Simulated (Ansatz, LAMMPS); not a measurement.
# Glassy 96GeO2-4K2O (mol %) (81 atoms) under strain, part 2 of 3

Aim: relax glassy 96GeO2-4K2O (mol %) (81 atoms), then change its volume and shape to read moduli from the stress.

Ansatz 0.2.0; Kohn-Sham DFT, PBE, PAW (set soft_2), plane waves.

The cell: 26 Ge, 2 K and 53 O. The quench rate of 20 K/ps is orders of magnitude faster than experiment. The network of bonds at the start is that of the classical potential that made the cell. Only the Γ point is sampled.

So far. Step 2 (Single point at the start): The r.m.s. force at the start is 1.2 eV/Å.

**3. Cell and atoms relaxed**

Cell and atoms are freed together, to release stress as well as forces.

The input, input.yaml:

```yaml
crystal:
  lattice:
    - [10.88606, 0.0, 0.0]
    - [0.0, 10.88606, 0.0]
    - [0.0, 0.0, 10.88606]
  atoms:
    [... the 81 atom lines of step 2 ...]
kpoints:
  mp_grid: { grid: [1, 1, 1] }
hamiltonian:
  xc: pbe
scf:
  occupations: { method: fixed }
output:
  forces: true
relax:
  f_tol: 0.05
  max_steps: 150
  cell: {}
```

Launch:

```console
ansatz run input.yaml --threads 4 --pin off --max-ram 8192MiB --backend cpu --events-out ev --progress --plain --runs-dir out
```

Numbers of over 12 decimals in the logs are rounded to 6 here.

The program printed:

```text
[...]
Crystal: 81 atoms, lattice volume = 1290.067 Å³
Basis set: ecut = 420 eV, 25269 PW (Γ), exchange–correlation on 150×150×150 points (8 copies of the dense FFT grid, shifted against one another)
Bands: 431, of which v1, the nominal top of the filled ones, is band 350 counted from 1 (349 counted from 0)
Symmetry: 1 space group operations
[...]
k-points: 1
[...]
SCF iter   1: F=—  HF=-144802.565754 eV  |F-HF|=—  |Δ(HF+E_count)|=         —  Δρ=3.10e-3  dr2=1.57e-1  ethr=1.77e-3  ⟨swp⟩=5.0  Hψ=1330  notcnv=0  defer=79
[...]
SCF iter   9: F=—  HF=-144802.548149 eV  |F-HF|=—  |Δ(HF+E_count)|=   2.70e-7  Δρ=2.85e-6  dr2=1.01e-7  ethr=1.43e-11  ⟨swp⟩=4.0  Hψ=1301  notcnv=0
SCF iter  10: F=-144802.548149 eV  HF=-144802.548149 eV  |F-HF|=4.25e-9  |Δ(HF+E_count)|=   2.15e-8  Δρ=1.02e-6  dr2=1.31e-8  ethr=1.43e-11  ⟨swp⟩=4.0  Hψ=1110  notcnv=0
SCF 1 converged in 10 iterations: F = -144802.548149 eV  dr2 = 1.31e-8
[...]
relax step   1: F+E_penalty+E_count = -144802.54814858 eV  Δ(F+E_penalty+E_count) = +0.000e0 eV  max|allowed force component| = 3.393e0 eV/Å  Δτ_max = 0.0000 Å  P = +6.677 GPa  Ω = 1290.067 Å³  (10 SCF iters, dr2 threshold 1.00e-7 eV, accepted)
[... from here on, the SCF cycles and remarks between the steps are left out ...]
relax step   2: F+E_penalty+E_count = -144807.80378295 eV  Δ(F+E_penalty+E_count) = -5.256e0 eV  max|allowed force component| = 2.069e0 eV/Å  Δτ_max = 0.1978 Å  P = +2.979 GPa  Ω = 1306.626 Å³  energy of the carried Pulay correction = -5.229e-2 eV  (8 SCF iters, dr2 threshold 8.10e-6 eV, accepted)
relax step   3: F+E_penalty+E_count = -144811.17261926 eV  Δ(F+E_penalty+E_count) = -3.369e0 eV  max|allowed force component| = 7.477e-1 eV/Å  Δτ_max = 0.1948 Å  P = -0.335 GPa  Ω = 1302.036 Å³  energy of the carried Pulay correction = -3.787e-2 eV  (9 SCF iters, dr2 threshold 8.10e-6 eV, accepted)
relax step   4: F+E_penalty+E_count = -144812.27852661 eV  Δ(F+E_penalty+E_count) = -1.106e0 eV  max|allowed force component| = 3.837e-1 eV/Å  Δτ_max = 0.2000 Å  P = +0.185 GPa  Ω = 1270.391 Å³  energy of the carried Pulay correction = +6.302e-2 eV  (8 SCF iters, dr2 threshold 8.10e-6 eV, accepted)
relax step   5: F+E_penalty+E_count = -144812.64028080 eV  Δ(F+E_penalty+E_count) = -3.618e-1 eV  max|allowed force component| = 7.238e-1 eV/Å  Δτ_max = 0.1949 Å  P = -0.504 GPa  Ω = 1259.639 Å³  energy of the carried Pulay correction = +9.786e-2 eV  (8 SCF iters, dr2 threshold 8.10e-6 eV, accepted)
relax step   6: F+E_penalty+E_count = -144812.86026601 eV  Δ(F+E_penalty+E_count) = -2.200e-1 eV  max|allowed force component| = 6.015e-1 eV/Å  Δτ_max = 0.1462 Å  P = -0.130 GPa  Ω = 1245.805 Å³  energy of the carried Pulay correction = +1.431e-1 eV  (8 SCF iters, dr2 threshold 8.10e-6 eV, accepted)
relax step   7: F+E_penalty+E_count = -144813.01665230 eV  Δ(F+E_penalty+E_count) = -1.564e-1 eV  max|allowed force component| = 6.049e-1 eV/Å  Δτ_max = 0.1943 Å  P = +0.248 GPa  Ω = 1240.746 Å³  energy of the carried Pulay correction = +1.598e-1 eV  (8 SCF iters, dr2 threshold 8.10e-6 eV, accepted)
relax step   8: F+E_penalty+E_count = -144813.19171875 eV  Δ(F+E_penalty+E_count) = -1.751e-1 eV  max|allowed force component| = 2.025e-1 eV/Å  Δτ_max = 0.2000 Å  P = -0.099 GPa  Ω = 1252.571 Å³  energy of the carried Pulay correction = +1.209e-1 eV  (8 SCF iters, dr2 threshold 8.10e-6 eV, accepted)
relax step   9: F+E_penalty+E_count = -144813.26466418 eV  Δ(F+E_penalty+E_count) = -7.295e-2 eV  max|allowed force component| = 4.690e-1 eV/Å  Δτ_max = 0.1937 Å  P = -0.328 GPa  Ω = 1254.408 Å³  energy of the carried Pulay correction = +1.149e-1 eV  (8 SCF iters, dr2 threshold 2.56e-6 eV, accepted)
relax step  10: F+E_penalty+E_count = -144813.35669034 eV  Δ(F+E_penalty+E_count) = -9.203e-2 eV  max|allowed force component| = 2.972e-1 eV/Å  Δτ_max = 0.1682 Å  P = -0.193 GPa  Ω = 1248.845 Å³  energy of the carried Pulay correction = +1.331e-1 eV  (8 SCF iters, dr2 threshold 8.10e-6 eV, accepted)
relax step  11: F+E_penalty+E_count = -144813.53116838 eV  Δ(F+E_penalty+E_count) = -1.745e-1 eV  max|allowed force component| = 2.223e-1 eV/Å  Δτ_max = 0.2000 Å  P = +0.015 GPa  Ω = 1235.814 Å³  energy of the carried Pulay correction = +1.761e-1 eV  (8 SCF iters, dr2 threshold 5.52e-6 eV, accepted)
relax step  12: F+E_penalty+E_count = -144813.60597555 eV  Δ(F+E_penalty+E_count) = -7.481e-2 eV  max|allowed force component| = 1.520e-1 eV/Å  Δτ_max = 0.2000 Å  P = +0.029 GPa  Ω = 1232.045 Å³  energy of the carried Pulay correction = +1.887e-1 eV  (9 SCF iters, dr2 threshold 3.09e-6 eV, accepted)
relax step  13: F+E_penalty+E_count = -144813.62736281 eV  Δ(F+E_penalty+E_count) = -2.139e-2 eV  max|allowed force component| = 1.333e-1 eV/Å  Δτ_max = 0.0940 Å  P = -0.151 GPa  Ω = 1231.229 Å³  energy of the carried Pulay correction = +1.914e-1 eV  (8 SCF iters, dr2 threshold 1.44e-6 eV, accepted)
[...]
relax step  17: F+E_penalty+E_count = -144813.81024739 eV  Δ(F+E_penalty+E_count) = -4.184e-2 eV  max|allowed force component| = 2.236e-1 eV/Å  Δτ_max = 0.2000 Å  P = +0.024 GPa  Ω = 1226.389 Å³  energy of the carried Pulay correction = +2.075e-1 eV  (9 SCF iters, dr2 threshold 1.27e-6 eV, accepted)
relax step  18: F+E_penalty+E_count = -144813.81796825 eV  Δ(F+E_penalty+E_count) = -7.721e-3 eV  max|allowed force component| = 1.812e-1 eV/Å  Δτ_max = 0.0601 Å  P = -0.161 GPa  Ω = 1227.019 Å³  energy of the carried Pulay correction = +2.054e-1 eV  (7 SCF iters, dr2 threshold 3.13e-6 eV, accepted)
relax step  19: F+E_penalty+E_count = -144813.81820277 eV  Δ(F+E_penalty+E_count) = -2.345e-4 eV  max|allowed force component| = 1.799e-1 eV/Å  Δτ_max = 0.0015 Å  P = -0.160 GPa  Ω = 1227.028 Å³  energy of the carried Pulay correction = +2.054e-1 eV  (3 SCF iters, dr2 threshold 2.05e-6 eV, accepted)
relax step  20: F+E_penalty+E_count = -144813.80706698 eV  Δ(F+E_penalty+E_count) = +1.114e-2 eV  max|allowed force component| = 3.078e-1 eV/Å  Δτ_max = 0.1281 Å  P = +0.257 GPa  Ω = 1228.398 Å³  energy of the carried Pulay correction = +2.008e-1 eV  (8 SCF iters, dr2 threshold 2.02e-6 eV, rejected (line search))
relax step  21: F+E_penalty+E_count = -144813.82623308 eV  Δ(F+E_penalty+E_count) = -8.030e-3 eV  max|allowed force component| = 9.485e-2 eV/Å  Δτ_max = 0.0640 Å  P = -0.082 GPa  Ω = 1227.885 Å³  energy of the carried Pulay correction = +2.025e-1 eV  (12 SCF iters, accepted)
relax step  22: F+E_penalty+E_count = -144813.83088067 eV  Δ(F+E_penalty+E_count) = -4.648e-3 eV  max|allowed force component| = 6.516e-2 eV/Å  Δτ_max = 0.0443 Å  P = +0.011 GPa  Ω = 1228.394 Å³  energy of the carried Pulay correction = +2.008e-1 eV  (8 SCF iters, dr2 threshold 5.62e-7 eV, accepted)
relax step  23: F+E_penalty+E_count = -144813.83445224 eV  Δ(F+E_penalty+E_count) = -3.572e-3 eV  max|allowed force component| = 4.999e-2 eV/Å  Δτ_max = 0.0555 Å  P = +0.026 GPa  Ω = 1227.927 Å³  energy of the carried Pulay correction = +2.024e-1 eV  (8 SCF iters, dr2 threshold 2.65e-7 eV, accepted)
relax step  24: F+E_penalty+E_count = -144813.83528285 eV  Δ(F+E_penalty+E_count) = -8.306e-4 eV  max|allowed force component| = 2.046e-2 eV/Å  Δτ_max = 0.0343 Å  P = +0.006 GPa  Ω = 1228.218 Å³  energy of the carried Pulay correction = +2.014e-1 eV  (9 SCF iters, dr2 threshold 8.51e-9 eV, accepted)
relax step  25: F+E_penalty+E_count = -144813.72367890 eV  Δ(F+E_penalty+E_count) = +1.116e-1 eV  max|allowed force component| = 2.196e-2 eV/Å  Δτ_max = 0.0000 Å  P = -0.164 GPa  Ω = 1228.218 Å³  stress off target by 3.25e-1 GPa  SCF on the basis re-selected at this cell (its energy is not comparable with the rows above)  (9 SCF iters)
relax step  26: F+E_penalty+E_count = -144813.74695499 eV  Δ(F+E_penalty+E_count) = -2.328e-2 eV  max|allowed force component| = 4.744e-2 eV/Å  Δτ_max = 0.0341 Å  P = +0.078 GPa  Ω = 1222.898 Å³  energy of the carried Pulay correction = +1.745e-2 eV  (8 SCF iters, dr2 threshold 2.65e-7 eV, accepted)
relax step  27: F+E_penalty+E_count = -144813.73880416 eV  Δ(F+E_penalty+E_count) = +8.151e-3 eV  max|allowed force component| = 4.370e-2 eV/Å  Δτ_max = 0.0950 Å  P = -0.026 GPa  Ω = 1225.763 Å³  energy of the carried Pulay correction = +8.016e-3 eV  (9 SCF iters, dr2 threshold 4.48e-8 eV, accepted)
relax step  28: F+E_penalty+E_count = -144813.74370405 eV  Δ(F+E_penalty+E_count) = -4.900e-3 eV  max|allowed force component| = 1.970e-2 eV/Å  Δτ_max = 0.0241 Å  P = -0.014 GPa  Ω = 1224.842 Å³  energy of the carried Pulay correction = +1.108e-2 eV  (9 SCF iters, dr2 threshold 6.38e-9 eV, accepted)
relax step  29: F+E_penalty+E_count = -144813.73233256 eV  Δ(F+E_penalty+E_count) = +1.137e-2 eV  max|allowed force component| = 1.972e-2 eV/Å  Δτ_max = 0.0000 Å  P = -0.023 GPa  Ω = 1224.842 Å³  stress off target by 5.04e-2 GPa  SCF on the basis re-selected at this cell (its energy is not comparable with the rows above)  (7 SCF iters)
relax step  30: F+E_penalty+E_count = -144813.73408094 eV  Δ(F+E_penalty+E_count) = -1.748e-3 eV  max|allowed force component| = 1.362e-2 eV/Å  Δτ_max = 0.0156 Å  P = -0.020 GPa  Ω = 1224.516 Å³  energy of the carried Pulay correction = +1.132e-3 eV  (9 SCF iters, dr2 threshold 6.35e-9 eV, accepted)
relax step  31: F+E_penalty+E_count = -144813.73269103 eV  Δ(F+E_penalty+E_count) = +1.390e-3 eV  max|allowed force component| = 1.367e-2 eV/Å  Δτ_max = 0.0000 Å  P = -0.021 GPa  Ω = 1224.516 Å³  stress off target by 2.76e-2 GPa  SCF on the basis re-selected at this cell (its energy is not comparable with the rows above)  (5 SCF iters)
[...]
SCF converged after 5 iterations
Free energy (F): -144813.732691 eV
[...]
Internal energy: -144813.732691 eV  (E = F + TS)
E sigma→0 (E₀):  -144813.732691 eV
Fermi energy:    3.568336 eV
[...]
Σ components = -144813.732691   (vs F -144813.732691, Δ=0.00e0)
--- Forces (eV/Å), atoms counted from 1 ---
  atom   1  Ge     0.01102559     0.00971333     0.00211998
  atom   2  Ge     0.00207312     0.00233310    -0.00524625
  atom   3  Ge     0.00402517     0.00409056     0.00213700
  atom   4  Ge     0.00447068    -0.00568452     0.00585768
[...]
atom  81  O      0.00233855    -0.00142533    -0.00091540
  max |Σ_I F_I| component: 8.49e-6 eV/Å
--- Stress (GPa, compression-positive) ---
       -0.016881       0.004261       0.002597
        0.004261      -0.025872       0.001032
        0.002597       0.001032      -0.019788
  P = ⅓ Tr σ = -0.0208 GPa (-0.208 kbar)
--- Relaxed structure (28 steps of the walk, 27 accepted, 3 SCFs on fresh bases) ---
  F+E_penalty+E_count = -144813.73269103 eV   max|allowed force component| = 1.367e-2 eV/Å   (the final SCF, on the basis selected at the relaxed cell)
  cell:  # Å, volume = 1224.5164 Å³
    - [11.084593, 0.035763, 0.188700]
    - [0.035763, 10.327814, -0.145893]
    - [0.188700, -0.145893, 10.701782]
  atoms:
    - { symbol: Ge, position: [0.320024, 0.320515, 0.520768] }
    - { symbol: Ge, position: [0.617197, 0.468874, 0.680331] }
    - { symbol: Ge, position: [0.331426, 0.631226, 0.503811] }
    - { symbol: Ge, position: [0.423220, 0.670902, 0.805370] }
[...]
- { symbol: O, position: [0.326752, 0.075954, 0.267634] }
```

Wall time 8.6 min (4 threads of Arm Neoverse V1, shared host); peak memory 1.7 GiB; 33 min of CPU time.

The relaxation converged after 28 steps, with a largest force component of 0.014 eV/Å.

**4. Single point at the relaxed geometry**

The electronic structure is read at the final geometry, in a run of its own.

The input, input.yaml:

```yaml
crystal:
  lattice:
    - [11.08459, 0.03576, 0.1887]
    - [0.03576, 10.32781, -0.14589]
    - [0.1887, -0.14589, 10.70178]
  atoms:
    - { symbol: Ge, position: [0.32002, 0.32051, 0.52077] }
    - { symbol: Ge, position: [0.6172, 0.46887, 0.68033] }
    - { symbol: Ge, position: [0.33143, 0.63123, 0.50381] }
    - { symbol: Ge, position: [0.42322, 0.6709, 0.80537] }
    - { symbol: Ge, position: [0.08584, 0.68504, 0.34691] }
    - { symbol: Ge, position: [0.81785, 0.79352, 0.46758] }
    [... 69 atom lines left out ...]
    - { symbol: O, position: [0.32946, 0.48279, 0.57858] }
    - { symbol: O, position: [0.92207, 0.8636, 0.09884] }
    - { symbol: O, position: [0.79941, 0.72049, 0.61498] }
    - { symbol: O, position: [0.18214, 0.68078, 0.47576] }
    - { symbol: O, position: [0.35258, 0.18706, 0.61425] }
    - { symbol: O, position: [0.32675, 0.07595, 0.26763] }
kpoints:
  mp_grid: { grid: [1, 1, 1] }
hamiltonian:
  xc: pbe
scf:
  occupations: { method: fixed }
output:
  forces: true
  stress: true
  populations: true
  dos:
    method: { smearing: { sigma: 0.08 } }
    de: 0.1
    projected: { site_lists: { Ge: [Ge], K: [K], O: [O] } }
  eigenvalues: true
  write_density: true
  write_potential: true
  volumetric_format: npy
```

The program printed:

```text
[...]
Crystal: 81 atoms, lattice volume = 1224.516 Å³
Basis set: ecut = 420 eV, 23935 PW (Γ), exchange–correlation on 150×144×144 points (8 copies of the dense FFT grid, shifted against one another)
Bands: 431, of which v1, the nominal top of the filled ones, is band 350 counted from 1 (349 counted from 0)
Symmetry: 1 space group operations
[...]
k-points: 1
[...]
SCF iter   1: F=—  HF=-144813.729542 eV  |F-HF|=—  |Δ(HF+E_count)|=         —  Δρ=2.23e-3  dr2=7.08e-2  ethr=1.77e-3  ⟨swp⟩=5.0  Hψ=1542  notcnv=0  defer=79
[...]
SCF iter   9: F=-144813.732692 eV  HF=-144813.732692 eV  |F-HF|=2.27e-9  |Δ(HF+E_count)|=   5.26e-8  Δρ=1.90e-6  dr2=4.29e-8  ethr=1.43e-11  ⟨swp⟩=16.0  Hψ=3338  notcnv=0
SCF 1 converged in 9 iterations: F = -144813.732692 eV  dr2 = 4.29e-8
[...]
SCF converged after 9 iterations
Free energy (F): -144813.732692 eV
[...]
Internal energy: -144813.732692 eV  (E = F + TS)
E sigma→0 (E₀):  -144813.732692 eV
Fermi energy:    3.568343 eV
[...]
--- Forces (eV/Å), atoms counted from 1 ---
  atom   1  Ge     0.01242361     0.01169895     0.00101746
  atom   2  Ge     0.00070323     0.00281012    -0.00524470
  atom   3  Ge     0.00160725     0.00357162     0.00203845
  atom   4  Ge     0.00457155    -0.00647385     0.00515640
  atom   5  Ge     0.00531305    -0.00175233     0.00464114
  atom   6  Ge     0.00204122     0.00274186     0.00354545
  atom   7  Ge    -0.00270129     0.00244496     0.00297743
  atom   8  Ge     0.00378195     0.00469711     0.00089824
  atom   9  Ge     0.00206489    -0.00080823     0.00406579
  atom  10  Ge    -0.00088638    -0.00295193     0.00149455
  atom  11  Ge    -0.00025139     0.00091049    -0.00426842
  atom  12  Ge    -0.00381863    -0.00167212     0.00137908
  atom  13  Ge     0.00391364     0.00363711     0.01135689
  atom  14  Ge     0.00138208     0.00109814    -0.00024813
[...]
atom  80  O      0.00369629    -0.00263913     0.00215453
  atom  81  O      0.00239826     0.00047554    -0.00134232
  max |Σ_I F_I| component: 6.30e-5 eV/Å
--- Stress (GPa, compression-positive) ---
       -0.015451       0.004029       0.002604
        0.004028      -0.026187       0.001148
        0.002604       0.001148      -0.019850
  P = ⅓ Tr σ = -0.0205 GPa (-0.205 kbar)
--- Band table (eV) ---
[...]
--- Löwdin populations: 81 sites ---
  site symbol       q [e]
     0     Ge     12.4203
     1     Ge     12.4418
     2     Ge     12.4412
[...]
80      O      6.7177
  spilling = 0.005142 (of n_electrons = 700.000000)
```

It took 27 s on 4 threads; peak memory 1.7 GiB; 1.7 min of CPU time.

Read from the output:

- free energy: -144813.7327 eV
- free energy per atom: -1787.8239 eV/atom
- SCF cycles: 9
- pressure: -0.0205 GPa
- r.m.s. force component: 0.00369 eV/Å
- longest force: 0.01807 eV/Å
- Fermi energy: 3.568 eV
- gap (highest filled to lowest empty level): 2.313 eV
- spilling of the projection: 0.005142

**5. Volume -3 %**

The relaxed cell is scaled evenly and the atoms are relaxed again; the stress at the end gives one point of P(V).

input.yaml, the sections that differ from step 4:

```yaml
crystal:
  lattice:
    - [10.97262, 0.0354, 0.18679]
    - [0.0354, 10.22348, -0.14442]
    - [0.18679, -0.14442, 10.59367]
  atoms:
    [... the 81 atom lines of step 4 ...]
output:
  forces: true
  eigenvalues: true
  stress: true
relax:
  f_tol: 0.05
  max_steps: 70
# kpoints, hamiltonian, scf: as in step 4
```

The program printed:

```text
Warning: output.stress: scf.convergence.dr2_threshold = 1e-7 eV (the SCF's general default) is looser than the 8.1e-9 eV advised for a printed stress (1e-10 eV for each atom of the cell: 81). What an SCF threshold leaves in a stress goes as its square root, and in the free energy as the threshold itself, and one threshold admits the most on a small cell: [...]
[...]
Crystal: 81 atoms, lattice volume = 1187.780 Å³
Basis set: ecut = 420 eV, 23203 PW (Γ), exchange–correlation on 150×144×144 points (8 copies of the dense FFT grid, shifted against one another)
Bands: 431, of which v1, the nominal top of the filled ones, is band 350 counted from 1 (349 counted from 0)
Symmetry: 1 space group operations
[...]
k-points: 1
[...]
SCF iter   1: F=—  HF=-144813.260786 eV  |F-HF|=—  |Δ(HF+E_count)|=         —  Δρ=2.20e-3  dr2=6.81e-2  ethr=1.77e-3  ⟨swp⟩=5.0  Hψ=1549  notcnv=0  defer=79
[...]
SCF iter   6: F=-144813.264732 eV  HF=-144813.264731 eV  |F-HF|=7.33e-7  |Δ(HF+E_count)|=   1.11e-6  Δρ=2.51e-5  dr2=7.16e-6  ethr=8.93e-9  ⟨swp⟩=12.0  Hψ=2215  notcnv=0
SCF 1 converged in 6 iterations: F = -144813.264732 eV  dr2 = 7.16e-6
[...]
relax step   1: F+E_penalty+E_count = -144813.26473220 eV  Δ(F+E_penalty+E_count) = +0.000e0 eV  max|allowed force component| = 4.167e-1 eV/Å  Δτ_max = 0.0000 Å  (6 SCF iters, dr2 threshold 6.25e-5 eV, accepted)
[...]
relax step   2: F+E_penalty+E_count = -144813.47299609 eV  Δ(F+E_penalty+E_count) = -2.083e-1 eV  max|allowed force component| = 2.663e-1 eV/Å  Δτ_max = 0.0389 Å  (6 SCF iters, dr2 threshold 1.09e-5 eV, accepted)
[...]
relax step   3: F+E_penalty+E_count = -144813.57473027 eV  Δ(F+E_penalty+E_count) = -1.017e-1 eV  max|allowed force component| = 9.054e-2 eV/Å  Δτ_max = 0.0441 Å  (7 SCF iters, dr2 threshold 4.43e-6 eV, accepted)
relax step   4: F+E_penalty+E_count = -144813.58083108 eV  Δ(F+E_penalty+E_count) = -6.101e-3 eV  max|allowed force component| = 8.465e-2 eV/Å  Δτ_max = 0.0492 Å  (8 SCF iters, accepted)
[...]
relax step   5: F+E_penalty+E_count = -144813.58556253 eV  Δ(F+E_penalty+E_count) = -4.731e-3 eV  max|allowed force component| = 3.315e-2 eV/Å  Δτ_max = 0.0152 Å  (7 SCF iters, accepted)
SCF converged after 7 iterations
Free energy (F): -144813.585563 eV
[...]
Internal energy: -144813.585563 eV  (E = F + TS)
E sigma→0 (E₀):  -144813.585563 eV
Fermi energy:    3.879169 eV
[...]
--- Forces (eV/Å), atoms counted from 1 ---
  atom   1  Ge     0.00781714     0.00077526     0.00863051
  atom   2  Ge     0.00692375    -0.01079846     0.01899017
  atom   3  Ge     0.02667310     0.00361955    -0.01203103
  atom   4  Ge    -0.01078562     0.00744055    -0.00343063
  atom   5  Ge    -0.00173834    -0.00342093     0.02589667
  atom   6  Ge     0.00265475    -0.00139183     0.00366970
  atom   7  Ge     0.01275359     0.00719042     0.01454894
  atom   8  Ge    -0.01243146     0.01345185    -0.00005132
  atom   9  Ge    -0.00334327     0.00649199     0.00688454
  atom  10  Ge     0.00357408     0.02144252    -0.00793844
  atom  11  Ge    -0.00057346     0.00430417     0.01116566
  atom  12  Ge    -0.00259494     0.00520249    -0.00258100
  atom  13  Ge     0.01505213     0.00472766    -0.00078499
  atom  14  Ge    -0.00898688     0.00212543     0.00243848
[...]
atom  80  O      0.00822235     0.00819845    -0.00452879
  atom  81  O      0.00578000     0.00077007     0.01406370
  max |Σ_I F_I| component: 5.64e-5 eV/Å
--- Stress (GPa, compression-positive) ---
        1.185225      -0.121788       0.006011
       -0.121788       1.377139      -0.089823
        0.006011      -0.089822       1.319684
  P = ⅓ Tr σ = 1.2940 GPa (12.940 kbar)
--- Band table (eV) ---
[...]
--- Relaxed structure (5 steps of the walk, 5 accepted, 0 SCFs on fresh bases) ---
  F+E_penalty+E_count = -144813.58556253 eV   max|allowed force component| = 3.315e-2 eV/Å
  atoms:
    - { symbol: Ge, position: [0.321015, 0.320078, 0.524074] }
    - { symbol: Ge, position: [0.616806, 0.470059, 0.680477] }
    - { symbol: Ge, position: [0.331222, 0.630985, 0.505930] }
    - { symbol: Ge, position: [0.424932, 0.670778, 0.809273] }
[...]
- { symbol: O, position: [0.324955, 0.076872, 0.268465] }
```

It took 91 s on 4 threads; peak memory 1.7 GiB; 5.8 min of CPU time.

The program notes that the SCF threshold is loose for the stress.

The relaxation converged after 5 steps, 0.321 eV below its start, with a largest force component of 0.033 eV/Å.

Volume -3 %: the energy stands 0.147 eV above that of the reference, at a pressure of 1.29 GPa.

**6. Volume +3 %**

The relaxed cell is scaled to another volume.

Input and log are left out; they have the form of those shown for this kind of step.

Wall time 2 min (4 threads of Arm Neoverse V1, shared host); peak memory 1.7 GiB.

The relaxation converged after 6 steps, 0.294 eV below its start, with a largest force component of 0.033 eV/Å.

Volume +3 %: the energy stands 0.123 eV above that of the reference, at a pressure of -1.14 GPa.

(Continued in part 3 of 3.)

[Logs are printed without paths, hosts, clocks, repeated set-up lines and the standing remarks that a program may print on its own settings, such as how far it seeks lower states.]

[Hosts, paths, dates, database ids (printed as entryN), source tags and the programs' standing remarks are cut or masked in the printed files.]
